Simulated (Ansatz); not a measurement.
# W (Im-3m): phonon-mediated transition temperature, part 3 of 3

What Tc do the phonons of W (Im-3m) give, and how does it depend on μ*? The cell shown first is a relaxed one, from steps not shown here.

Ansatz 0.2.0; DFT PBE, scalar-relativistic, plane waves, PAW.

So far, log mean phonon energy ħω_log (meV): step 2 (electron–phonon run: q 3×3×3, k 9×9×9, scattering 16×16×16) 18.4; step 3 (k-mesh 12×12×12, scattering mesh 20×20×20, q mesh 4×4×4) 18.6.

## Step 4: Resistivity: q 6×6×6, k 18×18×18, scattering 24×24×24

The next rung changes the q mesh, which sets the reach of the force constants and couplings; the k mesh of the density and its response; the scattering mesh, which samples the Fermi surface.

Input file input.yaml:

```yaml
crystal:
  lattice:
    - [-1.592603731, 1.592603731, 1.592603731]
    - [1.592603731, -1.592603731, 1.592603731]
    - [1.592603731, 1.592603731, -1.592603731]
  atoms:
    - { symbol: W, position: [0.0, 0.0, 0.0] }
kpoints:
  mp_grid: { grid: [18, 18, 18] }
hamiltonian:
  xc: pbe
scf:
  occupations: { method: methfessel_paxton, width: 0.2 }
output:
  eigenvalues: true
phonons:
  method: dfpt
  qmesh: [6, 6, 6]
  temperatures: { t_max: 1000, t_step: 50 }
  qpath:
    path:
      - [[0.0, 0.0, 0.0], [0.5, -0.5, 0.5], [0.0, 0.0, 0.5], [0.0, 0.0, 0.0], [0.25, 0.25, 0.25], [0.5, -0.5, 0.5]]
      - [[0.25, 0.25, 0.25], [0.0, 0.0, 0.5]]
    npoints: 10
  electrical_resistivity:
    mesh: [24, 24, 24]
    temperatures: [20.0, 50.0, 80.0, 100.0, 150.0, 200.0, 273.0, 300.0, 400.0, 500.0, 600.0, 800.0]
  superconductivity: { mesh: [24, 24, 24] }
```

Started as:

```bash
ansatz run input.yaml --threads 4 --pin off --max-ram 10240MiB --backend cpu --events-out ev --progress --plain --runs-dir out
```

Numbers of over 12 decimals in the logs are rounded to 6 here.

The program printed:

```text
[...]
Crystal: 1 atoms, lattice volume = 16.158 Å³
Basis set: ecut = 420 eV, 321 PW (Γ), exchange–correlation on 40×40×40 points (8 copies of the dense FFT grid, shifted against one another)
Bands: 11, of which v1, the nominal top of the filled ones, is band 7 counted from 1 (6 counted from 0)
Symmetry: 48 space group operations
k-points: 195 of 5832
[...]
SCF iter   1: F=—  HF=-10384.818940 eV  |F-HF|=—  |Δ(HF+E_count)|=         —  Δρ=1.62e-3  dr2=1.64e-4  ethr=1.77e-3  ⟨swp⟩=5.0  Hψ=11335  notcnv=0
[...]
SCF iter   8: F=-10384.818597 eV  HF=-10384.818597 eV  |F-HF|=1.82e-12  |Δ(HF+E_count)|=  1.55e-10  S|Δr|=    0.00e0  Δρ=1.31e-7  dr2=2.35e-12  ethr=1.00e-12  ⟨swp⟩=4.7  Hψ=9922  notcnv=0
SCF 1 converged in 8 iterations: F = -10384.818597 eV  dr2 = 2.35e-12
[...]
WARN: eigensolver did not converge in 3 slots of this pass, the one above among them; of largest residual over every band (k=45): 1 band(s) unlocked (lowest unlocked band 10, counted from 0; max residual 3.43e-5 eV among the unlocked bands, 3.43e-5 eV over every band); of lowest unlocked band (k=45): band 10
[...]
SCF iter   1: F=—  HF=-10384.818940 eV  |F-HF|=—  |Δ(HF+E_count)|=         —  Δρ=1.62e-3  dr2=1.64e-4  ethr=1.77e-3  ⟨swp⟩=5.0  Hψ=11335  notcnv=0
[...]
SCF iter   8: F=-10384.818597 eV  HF=-10384.818597 eV  |F-HF|=7.28e-12  |Δ(HF+E_count)|=  1.55e-10  S|Δr|=    0.00e0  Δρ=1.31e-7  dr2=2.34e-12  ethr=1.00e-12  ⟨swp⟩=1.4  Hψ=6321  notcnv=0
SCF 2 converged in 8 iterations: F = -10384.818597 eV  dr2 = 2.34e-12
[...]
SCF converged after 8 iterations
[...]
Free energy (F): -10384.818597 eV
[...]
Internal energy: -10384.816920 eV  (E = F + TS)
E sigma→0 (E₀):  -10384.818178 eV
Entropy (-TS):   -0.001677 eV (-1.677 meV/atom)
Fermi energy:    22.137457 eV
[...]
--- Band table (eV; the first three rows and the last of 195) ---
  k-point 0: bands = [... 3 lower, -15.6165, 12.6136, 20.9332, 20.9332, 20.9332, 24.3458, 24.3458, 36.6039]
  k-point 1: bands = [... 3 lower, -15.6167, 12.7602, 20.8446, 20.9142, 21.0746, 24.2033, 24.3473, 36.7276]
  k-point 2: bands = [... 3 lower, -15.6172, 13.1840, 20.5996, 20.8305, 21.4940, 23.8969, 24.3587, 37.0366]
  k-point 194: bands = [... 3 lower, -16.4682, 16.4520, 16.4520, 27.1632, 27.1632, 27.1632, 30.2309, 30.2309]
[...]
ASR residual: 1.280e-4 → 0.000e0 eV/Å²; symmetrization residual: 5.684e-13 eV/Å²
  ASR residual per site (eV/Å²): 1.28e-4
  Γ frequencies (cm⁻¹): 0.00 0.00 0.00
--- Phonons (arbitrary-q DFPT): 16 irreducible q on the 6×6×6 mesh ---
[...]
q = [0.0000, 0.1667, 0.3333] (star 48, 3 solved perturbations on 5832 of 5832 k-point pairs: no pair is spared here; hermiticity 9.02e-10, symmetrization 4.90e-17): 142.26 152.86 198.27
[...]
interpolated dispersion: 62 rows × 3 modes
[...]
--- Electrical resistivity: potentials and phonons of a 6×6×6 supercell ---
[...]
at the Fermi level of each mesh (of a tensor a third of its trace):
[...]
24×24×24                     0.2197              7.3887    0.2923    0.2877          18.599
       12×12×12                     0.2333              7.3750    0.3111    0.3065          18.761
          6×6×6                     0.2042              6.6090    0.3053    0.2890          18.856
  resistivity on the deck's mesh, µΩ·cm:
[...]
20.00     2.2483e-3             yes     2.2483e-3     2.2483e-3     2.2483e-3       4.5388e-3         3.6252e-3
     50.00     1.7972e-1              no     1.7972e-1     1.7972e-1     1.7972e-1       2.6317e-1         1.9722e-1
     80.00     7.5486e-1              no     7.5486e-1     7.5486e-1     7.5486e-1       9.1181e-1         8.0899e-1
    100.00      1.2325e0              no      1.2325e0      1.2325e0      1.2325e0        1.4028e0          1.3120e0
    150.00      2.4286e0              no      2.4286e0      2.4286e0      2.4286e0        2.6194e0          2.5658e0
    200.00      3.5512e0              no      3.5512e0      3.5512e0      3.5512e0        3.7838e0          3.7411e0
    273.00      5.1030e0              no      5.1030e0      5.1030e0      5.1030e0        5.4254e0          5.3657e0
    300.00      5.6618e0              no      5.6618e0      5.6618e0      5.6618e0        6.0234e0          5.9507e0
    400.00      7.6943e0              no      7.6943e0      7.6943e0      7.6943e0        8.2256e0          8.0770e0
    500.00      9.6923e0              no      9.6923e0      9.6923e0      9.6923e0        1.0433e1          1.0165e1
    600.00      1.1669e1              no      1.1669e1      1.1669e1      1.1669e1        1.2659e1          1.2228e1
    800.00      1.5562e1              no      1.5562e1      1.5562e1      1.5562e1        1.7175e1          1.6285e1
[...]
vibrations of 216 cells: unjudged by the run; compare a larger repeat
[...]
--- Superconductivity: potentials and phonons of a 6×6×6 supercell ---
           mesh         λ    ħω_log (meV)  μ* declared at (meV)
       24×24×24    0.2923          18.599               19.605
       12×12×12    0.3111          18.761               19.683
          6×6×6    0.3053          18.856               19.608
  λ by the species' shares of the modes' patterns: W 0.2923
[...]
0.08      0.201         0.203         0.193         0.192         0.270         0.270          0.270
      0.10      0.080         0.081    none_found    none_found         0.123         0.123          0.123
      0.12      0.024         0.024    none_found    none_found    none_found    none_found     none_found
      0.13      0.011         0.011    none_found    none_found    none_found    none_found     none_found
      0.14      0.005         0.005    none_found    none_found    none_found    none_found     none_found
      0.16      0.000         0.000    none_found    none_found    none_found    none_found     none_found
      0.20      0.000         0.000    none_found    none_found    none_found    none_found     none_found
  none_found: no transition down to 0.1 K
[...]
vibrations of 216 cells: unjudged by the run; compare a larger repeat
[...]
```

Elapsed: 12 min, on 4 threads of Arm Neoverse V2, shared host; peak memory 8.7 GiB; 48 min of CPU time.

Numbers from this step:

| Quantity | Value |
| --- | --- |
| zero point energy | 0.02870 eV/cell |
| highest frequency, solved or plainly interpolated | 212.4 cm⁻¹ |
| Debye temperature (second moment) | 294 K |
| resistivity at 300 K | 5.662 μΩ cm |
| coupling constant λ | 0.2923 |
| density of states at the Fermi level | 0.2197 states/eV a spin and cell |
| log mean phonon energy ħω_log | 18.6 meV |
| transport coupling constant λ_tr | 0.2877, 0.2877, 0.2877 (xx, yy, zz) |
| Drude plasma energy | 7.389, 7.389, 7.389 eV (xx, yy, zz) |
| resistivity times mean free path | 8.47, 8.47, 8.47 × 10⁻¹⁶ Ω m² (xx, yy, zz) |
| second-moment phonon energy ħω₂ | 19.61 meV |
| coupling λ by branch | 0.124, 0.0927, 0.0757 (branches by rank of frequency) |

An empty cell: under 1 mK by a formula, or no transition down to the floor of the Eliashberg search. Transition temperatures:

```
  μ*  McMillan Tc (K)  Allen–Dynes Tc (K)  isotropic Fermi-surface Tc (K)  isotropic full bandwidth Tc (K)  anisotropic Fermi-surface Tc (K)  anisotropic full bandwidth Tc (K)  anisotropic narrow window Tc (K)
0.08            0.201               0.203                           0.193                            0.192                              0.27                               0.27                              0.27
 0.1             0.08              0.0807                               -                                -                             0.123                              0.123                             0.123
0.12           0.0238               0.024                               -                                -                                 -                                  -                                 -
0.13           0.0111              0.0112                               -                                -                                 -                                  -                                 -
0.14          0.00452             0.00456                               -                                -                                 -                                  -                                 -
0.16                -                   -                               -                                -                                 -                                  -                                 -
 0.2                -                   -                               -                                -                                 -                                  -                                 -
```

The Eliashberg function α²F by phonon energy; read off at these points:

```
phonon energy (meV)      α²F   α²F tr
                1.0        0        0
                2.0   2.1e-4   5.3e-6
                3.0   9.7e-4   2.0e-4
                4.0  0.00172   6.6e-4
                5.0  0.00258  0.00138
                6.0  0.00353  0.00243
                7.0  0.00459  0.00358
                8.0  0.00571  0.00471
                9.0  0.00720  0.00634
               10.0  0.00956  0.00863
               11.0   0.0128   0.0114
               12.0   0.0186   0.0163
               13.0   0.0285   0.0247
               14.0   0.0434   0.0366
               15.0   0.0645   0.0534
               16.0    0.139    0.117
               17.0    0.270    0.278
               18.0    0.324    0.327
               19.0    0.350    0.343
               20.0    0.361    0.373
               20.2    0.387    0.446
               21.0    0.224    0.246
               22.0    0.179    0.208
               23.0    0.118    0.157
               24.0    0.245    0.232
               25.0    0.285    0.269
               25.2    0.350    0.316
               26.0   0.0632   0.0447
```

Anisotropic full-bandwidth solution, weighted at the Fermi level. Gaps:

```
mu*   T (K)  mean gap (meV)  5 % (meV)  95 % (meV)  mean Z
0.1  0.0307          0.0168    0.00689      0.0229    1.29
0.1  0.0614           0.016    0.00652      0.0217    1.29
0.1   0.092          0.0128    0.00522      0.0174    1.29
0.1    0.11         0.00863    0.00351      0.0117    1.29
```

Share of the Fermi-level states against lambda of a state:

```
lambda of a state  share of the Fermi-level states
            0.173                           0.0458
            0.184                           0.0255
            0.196                           0.0522
            0.207                           0.0156
            0.218                           0.0188
            0.229                           0.0011
            0.240                                0
            0.251                                0
            0.262                           0.0121
            0.273                           0.0506
            0.284                            0.128
            0.295                            0.194
            0.306                           0.0862
            0.317                            0.157
            0.328                           0.0468
            0.339                           0.0912
            0.350                           0.0037
            0.361                           0.0356
            0.372                           0.0041
            0.383                           0.0167
            0.395                                0
            0.406                           1.0e-4
            0.417                           0.0142
            0.428                           0.0012
```

The coupling constant from the curve is λ = 0.29; modes below 19.4 meV give half. The most distinct maxima of the Eliashberg function α²F (α²F) lie at 20.2 and 25.2 meV, the highest at 20.2 meV.

## Step 5: What came out

```
meshes                                : q 6×6×6, k 18×18×18, scattering 24×24×24
coupling constant λ                   : 0.292
log mean phonon energy ħω_log         : 18.6 meV
Allen–Dynes Tc at μ* = 0.1            : 0.0807 K
Allen–Dynes Tc at μ* = 0.13           : 0.0112 K
anisotropic Eliashberg Tc at μ* = 0.1 : 0.123 K
```

In words: In the last run (PBE, q 6×6×6, k 18×18×18, scattering 24×24×24), with λ = 0.29 and ħω_log = 18.6 meV, Tc at μ* = 0.13 is 0.011 K by McMillan's formula and 0.011 K by Allen and Dynes's. Measured: transition temperature: 0.015 K (bulk, normal pressure; compiled value; quoted in “List of superconductors”, 2026, Wikipedia's table of superconducting elements, as read in December). At μ* = 0.13 the calculation gives 0.011 K, of the same small size. Allen and Dynes's formula meets the measured 0.015 K at μ* near 0.13. The Allen–Dynes value of 0.081 K at μ* = 0.10 falls under a millikelvin at 0.16. By the run's own test λ is not converged in the fine mesh: it moves by 6 % between the two finest, and by up to 16 % in the other runs. The run's transport test calls it not converged in the mesh; ρ(300 K) moves by 8 % in the component that moves most. Over the runs, λ takes the values 0.291, 0.293 and 0.292, in the order shown. No spin–orbit coupling, which matters for W. μ* is a typed number, phonons are harmonic, and spin fluctuations are left out; at μ* = 0.13 McMillan's formula turns 1 % in λ into about 17 % in Tc.

[Logs are printed without paths, hosts, clocks, repeated set-up lines and the standing remarks that a program may print on its own settings, such as how far it seeks lower states.]

[Hosts, paths, dates, database ids (printed as entryN), source tags and the programs' standing remarks are cut or masked in the printed files.]
